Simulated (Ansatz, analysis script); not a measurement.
# Free-standing triangular Pd monolayer, spacing 2.603 Å: moments against in-plane size, part 2 of 2

Wanted: energy and moment of a free-standing triangular Pd monolayer, spacing 2.603 Å against in-plane size, with typed moments, small moments and no spin.

Ansatz 0.2.0; PBE, PAW set soft_1.

So far. Step 4 (Factor 0.8, typed moments): It ends non-magnetic, with 0 μB on the largest site. Step 5 (Factor 0.8, starting moments cut to 30 %): It ends non-magnetic, with 0 μB on the largest site.

## Step 6: Factor 0.94, typed moments

Level of this step: Ansatz DFT, collinear, cell scaled along its periodic directions; PBE, PAW set soft_1; PAW set soft_1 (Ansatz).

The density is converged from the given moments; the state reached depends on that start.

The input, input.yaml:

```yaml
crystal:
  lattice:
    - [2.52370213, 0.0, 0.0]
    - [-1.26185107, 2.18559004, 0.0]
    - [0.0, 0.0, 14.0]
  atoms:
    - { symbol: Pd, position: [0.0, 0.0, 0.5], spin: 0.6 }
magnetization:
  spin_polarized: true
kpoints:
  mp_grid: { grid: [26, 26, 1] }
hamiltonian:
  xc: pbe
  pseudopotentials: { kind: paw, azcp: { folder: soft_1 } }
scf:
  occupations: { method: fermi_dirac, width: 0.05 }
  max_iter: 120
  convergence: { dr2_threshold: 1.0e-08 }
  lower_state_search: "off"
basis:
  ecutwfc: 420.0
output:
  stress: true
```

Run with:

```bash
$ ansatz run input.yaml --threads 1 --pin off --max-ram 2560MiB --backend cpu --events-out ev --progress --plain --runs-dir out
```

Numbers of over 12 decimals in the logs are rounded to 6 here.

Output:

```text
[...]
Crystal: 1 atoms, lattice volume = 77.221 Å³
Basis set: ecut = 420 eV, 1529 PW (Γ)
Bands: 14, of which v1, the nominal top of the filled ones, is band 9 counted from 1 (8 counted from 0)
Symmetry: 24 space group operations
[...]
k-points: 70 of 676
[...]
Internal energy: -6971.744320 eV  (E = F + TS)
E sigma→0 (E₀):  -6971.752793 eV
Entropy (-TS):   -0.016947 eV (-16.947 meV/atom)
Fermi energy:    -1.151722 eV
[...]
--- Stress (GPa, compression-positive) ---
        5.082357       0.000000       0.000000
        0.000000       5.082357       0.000000
        0.000000       0.000000      -0.000215
  P = ⅓ Tr σ = 3.3882 GPa (33.882 kbar)
[key lines of the parts left out:]
SCF converged after 18 iterations
Magnetization: -0.0000 μB (9.0000 up, 9.0000 down)
Free energy (F): -6971.761267 eV
```

Wall time 14 s (1 thread of Arm Neoverse V1, shared host); peak memory 0.37 GiB.

It ends non-magnetic, with 0 μB on the largest site.

## Step 7: Factor 1.07, typed moments

Changes to input.yaml since step 6:

```diff
@@ -2,4 +2,4 @@
   lattice:
-    - [2.52370213, 0.0, 0.0]
-    - [-1.26185107, 2.18559004, 0.0]
+    - [2.69256414, 0.0, 0.0]
+    - [-1.34628207, 2.33182881, 0.0]
     - [0.0, 0.0, 14.0]
```

Output:

```text
[...]
Crystal: 1 atoms, lattice volume = 87.900 Å³
Basis set: ecut = 420 eV, 1733 PW (Γ)
Bands: 14, of which v1, the nominal top of the filled ones, is band 9 counted from 1 (8 counted from 0)
Symmetry: 24 space group operations
[...]
k-points: 70 of 676
[...]
Internal energy: -6971.808202 eV  (E = F + TS)
E sigma→0 (E₀):  -6971.818217 eV
Entropy (-TS):   -0.020032 eV (-20.032 meV/atom)
Fermi energy:    -1.730872 eV
[...]
--- Stress (GPa, compression-positive) ---
       -1.906494      -0.000000       0.000000
        0.000000      -1.906494       0.000000
        0.000000       0.000000      -0.000344
  P = ⅓ Tr σ = -1.2711 GPa (-12.711 kbar)
[key lines of the parts left out:]
SCF converged after 22 iterations
Magnetization: -0.0003 μB (8.9998 up, 9.0002 down)
Free energy (F): -6971.828233 eV
```

It took 18 s on 1 thread; peak memory 0.38 GiB.

It ends non-magnetic, with 0 μB on the largest site.

## Step 8: Factor 1.25, typed moments

Changes to input.yaml since step 7:

```diff
@@ -2,4 +2,4 @@
   lattice:
-    - [2.69256414, 0.0, 0.0]
-    - [-1.34628207, 2.33182881, 0.0]
+    - [2.91024247, 0.0, 0.0]
+    - [-1.45512124, 2.52034377, 0.0]
     - [0.0, 0.0, 14.0]
```

Output:

```text
[...]
Crystal: 1 atoms, lattice volume = 102.687 Å³
Basis set: ecut = 420 eV, 2015 PW (Γ)
Bands: 14, of which v1, the nominal top of the filled ones, is band 9 counted from 1 (8 counted from 0)
Symmetry: 24 space group operations
[...]
k-points: 70 of 676
[...]
Internal energy: -6971.470778 eV  (E = F + TS)
E sigma→0 (E₀):  -6971.483167 eV
Entropy (-TS):   -0.024777 eV (-24.777 meV/atom)
Fermi energy:    -2.242626 eV
[...]
--- Stress (GPa, compression-positive) ---
       -4.537353       0.000000       0.000000
        0.000000      -4.537353       0.000000
        0.000000       0.000000      -0.000216
  P = ⅓ Tr σ = -3.0250 GPa (-30.250 kbar)
[key lines of the parts left out:]
SCF converged after 18 iterations
Magnetization: 0.2399 μB (9.1199 up, 8.8801 down)
Free energy (F): -6971.495555 eV
```

It took 18 s on 1 thread; peak memory 0.41 GiB.

It ends ferromagnetic, with 0.239 μB on the largest site.

## Step 9: Factor 1.36, no spin

input.yaml, the sections that differ from step 8:

```yaml
crystal:
  lattice:
    - [3.03559356, 0.0, 0.0]
    - [-1.51779678, 2.62890099, 0.0]
    - [0.0, 0.0, 14.0]
  atoms:
    - { symbol: Pd, position: [0.0, 0.0, 0.5] }
scf:
  occupations: { method: fermi_dirac, width: 0.05 }
  max_iter: 120
  convergence: { dr2_threshold: 1.0e-08 }
# kpoints, hamiltonian, basis, output: as in step 8
# magnetization: removed
```

Output:

```text
[...]
Crystal: 1 atoms, lattice volume = 111.724 Å³
Basis set: ecut = 420 eV, 2147 PW (Γ)
Bands: 13, of which v1, the nominal top of the filled ones, is band 9 counted from 1 (8 counted from 0)
Symmetry: 24 space group operations
[...]
k-points: 70 of 676
[...]
SCF iter   1: F=—  HF=-6972.228567 eV  |F-HF|=—  |Δ(HF+E_count)|=         —  Δρ=6.28e-2  dr2=5.58e0  ethr=3.10e-3  ⟨swp⟩=5.3  Hψ=4623  notcnv=0
[...]
SCF iter   9: F=-6971.231627 eV  HF=-6971.231627 eV  |F-HF|=7.21e-10  |Δ(HF+E_count)|=   1.44e-8  Δρ=8.91e-7  dr2=5.44e-10  ethr=5.56e-11  ⟨swp⟩=4.9  Hψ=3051  notcnv=0
SCF 1 converged in 9 iterations: F = -6971.231627 eV  dr2 = 5.44e-10
[...]
SCF converged after 9 iterations
Free energy (F): -6971.231627 eV
[...]
Internal energy: -6971.197786 eV  (E = F + TS)
E sigma→0 (E₀):  -6971.214706 eV
Entropy (-TS):   -0.033841 eV (-33.841 meV/atom)
Fermi energy:    -2.459542 eV
[...]
--- Stress (GPa, compression-positive) ---
       -4.659271       0.000000       0.000000
        0.000000      -4.659271       0.000000
        0.000000       0.000000      -0.000192
  P = ⅓ Tr σ = -3.1062 GPa (-31.062 kbar)
```

The job ended after 5.5 s (1 thread; peak memory 0.36 GiB).

This is the reference without moments at this size.

The other 18 runs of this kind were made alike; their results stand in the table below.

## Step 10: The curves

```csv
factor,E typed (meV/atom),E small,E no spin,"largest moment, typed (μB)",small,"state, typed","state, small"
0.8,1083.8,1083.8,1083.8,0.00,0.00,non-magnetic,non-magnetic
0.87,399.8,399.8,399.8,0.00,0.00,non-magnetic,non-magnetic
0.94,88.4,88.4,88.4,0.00,0.00,non-magnetic,non-magnetic
1,0.0,0.0,0.0,0.00,0.00,non-magnetic,non-magnetic
1.07,21.5,21.5,21.5,0.00,0.00,non-magnetic,non-magnetic
1.15,139.7,139.7,140.1,0.18,0.18,ferromagnetic,ferromagnetic
1.25,354.1,354.1,355.4,0.24,0.24,ferromagnetic,ferromagnetic
1.36,615.7,615.7,618.1,0.31,0.31,ferromagnetic,ferromagnetic
```

## Step 11: Results

```
lowest run                  : factor 1, typed moments
largest moment, typed start : 0 μB at 0.8 to 0.309 μB at 1.36
gain by magnetism           : 0.0 to 2.4 meV/atom
```

What this shows: From a factor of 0.8 to 1.36 the largest moment goes from 0 to 0.309 μB. Where moments appear they stay small, near their onset, where mesh and smearing decide. Site moments are taken in spheres that grow with the cell. Both magnetic starts, which share one pattern of signs, end on one state at every size; other orders were not tried. The cell's shape and the atoms were not relaxed. The 24 scaled-cell runs took 4.7 min of wall time, added up.

[Logs and program files are shortened in this print: banners, set-up blocks, solver, clock and traceback lines can be left out without a mark of their own.]

[Logs are printed without paths, hosts, clocks, repeated set-up lines and the standing remarks that a program may print on its own settings, such as how far it seeks lower states.]

[Hosts, paths, dates, database ids (printed as entryN), source tags and the programs' standing remarks are cut or masked in the printed files.]

[Where the input sets lower_state_search to off, the program did not look for lower states, so one may exist.]
